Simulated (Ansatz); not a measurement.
# TiPbSe3 (built on the sites of a database entry of HfPbO3): a soft mode frozen in, part 2 of 2

Wanted: the energy along a soft mode of TiPbSe3 (built on the sites of a database entry of HfPbO3) and the structure at the end.

Ansatz 0.2.0; DFT PBEsol, scalar-relativistic, plane waves, PAW.

So far, highest frequency on the path or at a solved wavevector (cm⁻¹): step 2 (response at finite wavevector) 278. Also lowest frequency on the path (cm⁻¹): step 2 -122.

The structure was built from a prototype and need not be the compound's stable phase.

### 5. Energy along the mode, all amplitudes (two of the runs are shown above)

An imaginary frequency means negative curvature, so the energy should fall and then rise again as anharmonic terms take over.

Numbers from this step:

- depth at the lowest point sampled: 132.6 meV/atom
- largest atomic shift at that point: 0.6 Å

The energy from the parent by largest atomic shift:

```
largest atomic shift (Å)  energy from the parent (meV/atom)
                   0.000                                  0
                   0.040                              -1.23
                   0.080                              -4.91
                   0.140                              -14.6
                   0.220                              -33.3
                   0.320                              -61.9
                   0.450                               -100
                   0.600                               -133
```

Displacement at unit largest shift by atom:

| atom | x (Å) | y (Å) | z (Å) | size |
| --- | --- | --- | --- | --- |
| Ti1 | 0.000 | 0.000 | 0.000 | 0.000 |
| Ti2 | 0.000 | 0.000 | 0.000 | 0.000 |
| Pb3 | 0.000 | 0.000 | 0.000 | 0.000 |
| Pb4 | 0.000 | 0.000 | 0.000 | 0.000 |
| Se5 | 0.000 | 0.000 | -0.707 | 0.707 |
| Se6 | 0.000 | 0.000 | 0.707 | 0.707 |
| Se7 | 0.000 | 0.000 | 0.707 | 0.707 |
| Se8 | 0.000 | 0.000 | -0.707 | 0.707 |
| Se9 | 0.707 | -0.707 | 0.000 | 1.000 |
| Se10 | -0.707 | 0.707 | 0.000 | 1.000 |

The lowest of the steps tried is the last one, at 0.6 Å, 133 meV/atom below the parent; the bottom of the well need not coincide with a step.

### 6. Relaxing from the distorted cell

Starting from the lowest point found, all atoms and the cell are let go, so that strain and other modes of the same symmetry can join in.

input.yaml reads:

```yaml
crystal:
  lattice:
    - [4.9321777088, 4.9321777088, 0.0]
    - [4.9321777088, 0.0, 4.9321777088]
    - [4.9321777088, 0.0, -4.9321777088]
  atoms:
    - { symbol: Ti, position: [0.5, 0.25, 0.75] }
    - { symbol: Ti, position: [0.5, 0.75, 0.25] }
    - { symbol: Pb, position: [0.0, 0.5, 0.5] }
    - { symbol: Pb, position: [0.0, 0.0, 0.0] }
    - { symbol: Se, position: [0.5, -0.0430098117, 0.5430098117] }
    - { symbol: Se, position: [0.5, 0.5430098117, -0.0430098117] }
    - { symbol: Se, position: [0.0, 0.5430098117, -0.0430098117] }
    - { symbol: Se, position: [0.0, -0.0430098117, 0.5430098117] }
    - { symbol: Se, position: [0.4139803767, 0.0860196233, 1.0860196233] }
    - { symbol: Se, position: [0.5860196233, 0.4139803767, 0.4139803767] }
kpoints:
  mp_grid: { grid: [8, 8, 8] }
hamiltonian:
  xc: pbesol
scf:
  occupations: { method: methfessel_paxton, width: 0.2 }
output:
  forces: true
  stress: true
  eigenvalues: true
relax:
  adjacent_minimum: "off"
  f_tol: 0.002
  max_steps: 120
  cell: { stress_tol: 0.03 }
```

Run with:

```sh
> ansatz run input.yaml --threads 8 --pin off --max-ram 14336MiB --backend cpu --events-out ev --progress --plain --runs-dir out
```

Numbers of over 12 decimals in the logs are rounded to 6 here.

The program printed:

```text
[...]
Crystal: 10 atoms, lattice volume = 239.964 Å³
Basis set: ecut = 420 eV, 4645 PW (Γ), exchange–correlation on 96×96×96 points (8 copies of the dense FFT grid, shifted against one another)
Bands: 89, of which v1, the nominal top of the filled ones, is band 74 counted from 1 (73 counted from 0)
Symmetry: 8 space group operations
[...]
k-points: 95 of 512
[...]
SCF iter   1: F=—  HF=-61010.178052 eV  |F-HF|=—  |Δ(HF+E_count)|=         —  Δρ=6.63e-3  dr2=1.63e-1  ethr=1.77e-3  ⟨swp⟩=6.5  Hψ=33640  notcnv=0
[...]
SCF iter   8: F=-61010.157415 eV  HF=-61010.157415 eV  |F-HF|=4.00e-8  |Δ(HF+E_count)|=   2.95e-8  S|Δr|=    0.00e0  Δρ=2.08e-6  dr2=2.16e-8  ethr=6.76e-11  ⟨swp⟩=8.7  Hψ=36273  notcnv=0
SCF 1 converged in 8 iterations: F = -61010.157415 eV  dr2 = 2.16e-8
[...]
relax step   1: F+E_penalty+E_count = -61010.15741454 eV  Δ(F+E_penalty+E_count) = +0.000e0 eV  max|allowed force component| = 4.471e-1 eV/Å  Δτ_max = 0.0000 Å  P = -1.064 GPa  Ω = 239.964 Å³  (8 SCF iters, dr2 threshold 1.00e-7 eV, accepted)
Crystal: 10 atoms, lattice volume = 234.113 Å³
Basis set: ecut = 420 eV, 4609 PW (Γ), exchange–correlation on 96×96×96 points (8 copies of the dense FFT grid, shifted against one another)
[...]
SCF iter   8: F=-61010.492830 eV  HF=-61010.492830 eV  |F-HF|=2.04e-7  |Δ(HF+E_count)|=   1.77e-7  S|Δr|=    0.00e0  Δρ=7.26e-6  dr2=3.17e-7  ethr=6.76e-10  ⟨swp⟩=5.5  Hψ=32898  notcnv=0
SCF 2 converged in 8 iterations: F = -61010.492830 eV  dr2 = 3.17e-7
relax step   2: F+E_penalty+E_count = -61010.49282989 eV  Δ(F+E_penalty+E_count) = -3.354e-1 eV  max|allowed force component| = 1.918e-1 eV/Å  Δτ_max = 0.1462 Å  P = +0.369 GPa  Ω = 234.113 Å³  energy of the carried Pulay correction = +6.025e-4 eV  (8 SCF iters, dr2 threshold 1.00e-6 eV, accepted)
Crystal: 10 atoms, lattice volume = 236.788 Å³
Basis set: ecut = 420 eV, 4653 PW (Γ), exchange–correlation on 96×96×96 points (8 copies of the dense FFT grid, shifted against one another)
[...]
SCF iter   7: F=-61010.523369 eV  HF=-61010.523369 eV  |F-HF|=3.86e-7  |Δ(HF+E_count)|=   9.82e-7  S|Δr|=    0.00e0  Δρ=1.27e-5  dr2=9.79e-7  ethr=6.76e-10  ⟨swp⟩=4.6  Hψ=37509  notcnv=0
SCF 3 converged in 7 iterations: F = -61010.523369 eV  dr2 = 9.79e-7
[...]
relax step   3: F+E_penalty+E_count = -61010.52336899 eV  Δ(F+E_penalty+E_count) = -3.054e-2 eV  max|allowed force component| = 1.667e-1 eV/Å  Δτ_max = 0.1247 Å  P = +0.086 GPa  Ω = 236.788 Å³  energy of the carried Pulay correction = +3.252e-4 eV  (7 SCF iters, dr2 threshold 1.00e-6 eV, accepted)
[...]
relax step   4: F+E_penalty+E_count = -61010.53909117 eV  Δ(F+E_penalty+E_count) = -1.572e-2 eV  max|allowed force component| = 4.397e-2 eV/Å  Δτ_max = 0.0368 Å  P = -0.175 GPa  Ω = 236.974 Å³  energy of the carried Pulay correction = +3.061e-4 eV  (7 SCF iters, dr2 threshold 1.00e-6 eV, accepted)
[...]
relax step   5: F+E_penalty+E_count = -61010.54046794 eV  Δ(F+E_penalty+E_count) = -1.377e-3 eV  max|allowed force component| = 7.046e-3 eV/Å  Δτ_max = 0.0097 Å  P = +0.064 GPa  Ω = 236.229 Å³  energy of the carried Pulay correction = +3.829e-4 eV  (6 SCF iters, dr2 threshold 1.37e-7 eV, accepted)
[...]
relax step   6: F+E_penalty+E_count = -61010.54050082 eV  Δ(F+E_penalty+E_count) = -3.288e-5 eV  max|allowed force component| = 1.713e-3 eV/Å  Δτ_max = 0.0029 Å  P = -0.019 GPa  Ω = 236.501 Å³  energy of the carried Pulay correction = +3.548e-4 eV  (6 SCF iters, dr2 threshold 1.17e-8 eV, accepted)
[...]
SCF iter   7: F=-61010.540133 eV  HF=-61010.540133 eV  |F-HF|=7.28e-12  |Δ(HF+E_count)|=  7.28e-12  S|Δr|=    0.00e0  Δρ=3.14e-8  dr2=5.16e-12  ethr=1.00e-12  ⟨swp⟩=4.1  Hψ=28342  notcnv=0
SCF 7 converged in 7 iterations: F = -61010.540133 eV  dr2 = 5.16e-12
relax step   7: F+E_penalty+E_count = -61010.54013278 eV  Δ(F+E_penalty+E_count) = +3.680e-4 eV  max|allowed force component| = 1.717e-3 eV/Å  Δτ_max = 0.0000 Å  P = -0.019 GPa  Ω = 236.501 Å³  stress off target by 2.41e-2 GPa  SCF on the basis re-selected at this cell (its energy is not comparable with the rows above)  (7 SCF iters)
basis re-selected at this cell: Δ(F+E_penalty+E_count) = +3.680e-4 eV, ΔP = -0.000 GPa vs the last step (what re-selecting the basis moved, of the pressure what is left beyond the Pulay correction that the steps carried, after the strain that the cell walked since its last selection, with what the two solves' SCF thresholds leave and, on support functions, any second-order correction that the steps lacked; it is no m [...]
SCF converged after 7 iterations
[...]
Free energy (F): -61010.540133 eV
[...]
Internal energy: -61010.550610 eV  (E = F + TS)
E sigma→0 (E₀):  -61010.542752 eV
Entropy (-TS):   0.010477 eV (1.048 meV/atom)
Fermi energy:    9.695888 eV
[...]
--- Forces (eV/Å), atoms counted from 1 ---
  atom   1  Ti    -0.00000000    -0.00000000     0.00000000
  atom   2  Ti     0.00000000     0.00000000     0.00000000
  atom   3  Pb    -0.00013498     0.00013498    -0.00000000
  atom   4  Pb     0.00013498    -0.00013498     0.00000000
  atom   5  Se     0.00000000    -0.00000000     0.00165065
  atom   6  Se    -0.00000000     0.00000000    -0.00165065
  atom   7  Se    -0.00000000    -0.00000000    -0.00165065
  atom   8  Se     0.00000000     0.00000000     0.00165065
  atom   9  Se    -0.00171695     0.00171695    -0.00000000
  atom  10  Se     0.00171695    -0.00171695     0.00000000
  max |Σ_I F_I| component: 8.67e-19 eV/Å
--- Stress (GPa, compression-positive) ---
       -0.016113       0.006694       0.000000
        0.006694      -0.016113      -0.000000
        0.000000      -0.000000      -0.024096
  P = ⅓ Tr σ = -0.0188 GPa (-0.188 kbar)
--- Band table (eV; the first three rows and the last of 95) ---
  k-point 0: bands = [... 70 lower, 9.1524, 9.2800, 9.3139, 9.4572, 9.7415, 9.8415, 10.1252, 10.3447, ... 11 higher]
  k-point 1: bands = [... 70 lower, 9.0301, 9.1501, 9.5214, 9.5681, 9.8254, 10.0183, 10.1539, 10.4643, ... 11 higher]
  k-point 2: bands = [... 70 lower, 8.8328, 9.1963, 9.3951, 9.5805, 10.0280, 10.3063, 10.3313, 10.5634, ... 11 higher]
  k-point 94: bands = [... 70 lower, 8.3944, 8.3944, 8.8531, 8.8531, 10.4791, 10.4791, 10.6843, 10.6843, ... 11 higher]
--- Relaxed structure (6 steps of the walk, 6 accepted, 1 SCFs on fresh bases) ---
  F+E_penalty+E_count = -61010.54013278 eV   max|allowed force component| = 1.717e-3 eV/Å   (the final SCF, on the basis selected at the relaxed cell)
  cell:  # Å, volume = 236.5009 Å³
    - [4.929211, 4.929211, 0.0]
    - [4.954958, -0.025747, 4.816534]
    - [4.954958, -0.025747, -4.816534]
  atoms:
    - { symbol: Ti, position: [0.500000, 0.250000, 0.750000] }
    - { symbol: Ti, position: [0.500000, 0.75, 0.25] }
    - { symbol: Pb, position: [-0.033603, 0.533603, 0.533603] }
    - { symbol: Pb, position: [0.033603, -0.033603, -0.033603] }
    - { symbol: Se, position: [0.500000, -0.056697, 0.556697] }
    - { symbol: Se, position: [0.500000, 0.556697, -0.056697] }
    - { symbol: Se, position: [4.336808689942018e-19, 0.556697, -0.056697] }
    - { symbol: Se, position: [4.336808689942018e-19, -0.056697, 0.556697] }
    - { symbol: Se, position: [0.395561, 0.104439, 1.104439] }
    - { symbol: Se, position: [0.604439, 0.395561, 0.395561] }
```

The job ended after 1.7 min (8 threads of Arm Neoverse V2, shared host; peak memory 2.1 GiB; 13 min of CPU time).

Relaxation path:

| step | energy less that of the first step (eV) | largest force component (eV/Å) | pressure (GPa) | volume (Å³) |
| --- | --- | --- | --- | --- |
| 1 | 0.0000 | 0.4471 | -1.06 | 239.96 |
| 2 | -0.3354 | 0.1918 | 0.37 | 234.11 |
| 3 | -0.3660 | 0.1667 | 0.09 | 236.79 |
| 4 | -0.3817 | 0.0440 | -0.17 | 236.97 |
| 5 | -0.3831 | 0.0070 | 0.06 | 236.23 |
| 6 | -0.3831 | 0.0017 | -0.02 | 236.50 |
| 7* | -0.3827 | 0.0017 | -0.02 | 236.50 |

Relaxation steps marked * repeat the geometry before them on a plane-wave basis chosen anew for their cell, so energy and pressure can jump there.

The run keeps the 8 symmetry operations that it works with, so distortions that break them were not tested.

| conventional cell, symmetrised | before | after | change |
| --- | --- | --- | --- |
| a (Å) | 6.975 | 6.971 | -0.1 % |
| b (Å) | 9.864 | 9.633 | -2.3 % |
| c (Å) | 6.975 | 7.044 | +1.0 % |
| volume (Å³/atom) | 24.00 | 23.65 | -1.4 % |

The atoms that moved most (Å, as changes of fractional coordinates times the final cell):

```
atom      dx      dy      dz  length
 Pb3   0.167  -0.167   0.000   0.237
 Pb4  -0.167   0.167   0.000   0.237
 Se6   0.000   0.000   0.132   0.132
 Se5   0.000   0.000  -0.132   0.132
 Se7   0.000   0.000   0.132   0.132
 Se8   0.000   0.000  -0.132   0.132
 Se9   0.092  -0.092   0.000   0.130
Se10  -0.092   0.092   0.000   0.130
```

The relaxed structure:

```cif
data_structure
_symmetry_space_group_name_H-M 'P 1'
_symmetry_Int_Tables_number 1
_cell_length_a 6.9710
_cell_length_b 6.9102
_cell_length_c 6.9102
_cell_angle_alpha 88.376
_cell_angle_beta 59.709
_cell_angle_gamma 59.709
_cell_volume 236.50
loop_
_atom_site_label
_atom_site_type_symbol
_atom_site_fract_x
_atom_site_fract_y
_atom_site_fract_z
_atom_site_occupancy
Ti1 Ti 0.50000 0.25000 0.75000 1
Ti2 Ti 0.50000 0.75000 0.25000 1
Pb3 Pb 0.96640 0.53360 0.53360 1
Pb4 Pb 0.03360 0.96640 0.96640 1
Se5 Se 0.50000 0.94330 0.55670 1
Se6 Se 0.50000 0.55670 0.94330 1
Se7 Se 0.00000 0.55670 0.94330 1
Se8 Se 0.00000 0.94330 0.55670 1
Se9 Se 0.39556 0.10444 0.10444 1
Se10 Se 0.60444 0.39556 0.39556 1
```

This step gave:

| Item | Value |
| --- | --- |
| pressure | -0.01877 GPa |
| volume per atom | 23.65 Å³ |

The distorted start has space group Imma; the relaxation ends in Imma.

### 7. The phases reached

The phases reached along the modes that were followed are set side by side.

Energies are those of the first relaxation, on the mesh of the frozen mode; space group, volume and gap are those of the last relaxation. Phases, by row:

| mode frozen in | space group | energy from parent (meV/atom) | volume (Å³/atom) | gap on mesh (eV) | lowest zone-centre optical mode (cm⁻¹) | largest shift (Å) |
| --- | --- | --- | --- | --- | --- | --- |
| parent | Pm-3m | 0 | 24 | 0 | – | – |
| q = (0, -0.5, -0.5), 122i cm⁻¹ | P4/mbm | -150.7 | 23.18 | 0 | – | 0.779 |
| q = (-0.5, -0.5, -0.5), 118i cm⁻¹ | I4/mcm | -149.4 | 23.2 | 0 | – | 0.773 |
| q = (-0.5, -0.5, -0.5), 118i cm⁻¹ | R-3c | -163 | 23.35 | 0 | – | 0.62 |
| q = (-0.5, -0.5, -0.5), 118i cm⁻¹ | Imma | -170.9 | 23.65 | 0 | – | 0.736 |

### 8. Summary of results

| Item | Value |
| --- | --- |
| unstable mode of the parent | q = (-0.5, -0.5, -0.5), 118i cm⁻¹ |
| depth at the lowest point sampled | 133 meV/atom |
| largest atomic shift at that point | 0.6 Å |
| space group reached (within 0.01 Å) | Imma |
| energy gained over the parent (first relaxation, on the mesh of the frozen mode) | 171 meV/atom |
| volume per atom, phase reached | 23.7 Å³ |

**Reading.** Along this mode the structure falls into Imma, 171 meV/atom below the parent. At the parent's cell the well is 132.6 meV/atom deep on the steps tried, with its lowest point at a shift of 0.6 Å. That is the last step tried, so the steps alone don't bracket the bottom of the well. Relaxing atoms and cell changes the gain by +38.32 meV/atom against the lowest step (energies at zero smearing). The modes of the phase reached were not computed on this path. Of the 4 patterns followed to their end from this parent, this one reaches the lowest energy. Each path keeps the symmetry of its pattern, so a lower phase may lie along a pattern not tried. With no gap, or one that is small against the smearing, the frequencies hang on the k mesh and the smearing, most of all near Kohn anomalies. Spin-orbit coupling is left out, which can matter for the heavy elements here. The starting cell was built on a prototype and not taken from a measurement, so the phase need not exist.

[Logs are printed without paths, hosts, clocks, repeated set-up lines and the standing remarks that a program may print on its own settings, such as how far it seeks lower states.]

[Hosts, paths, dates, database ids (printed as entryN), source tags and the programs' standing remarks are cut or masked in the printed files.]
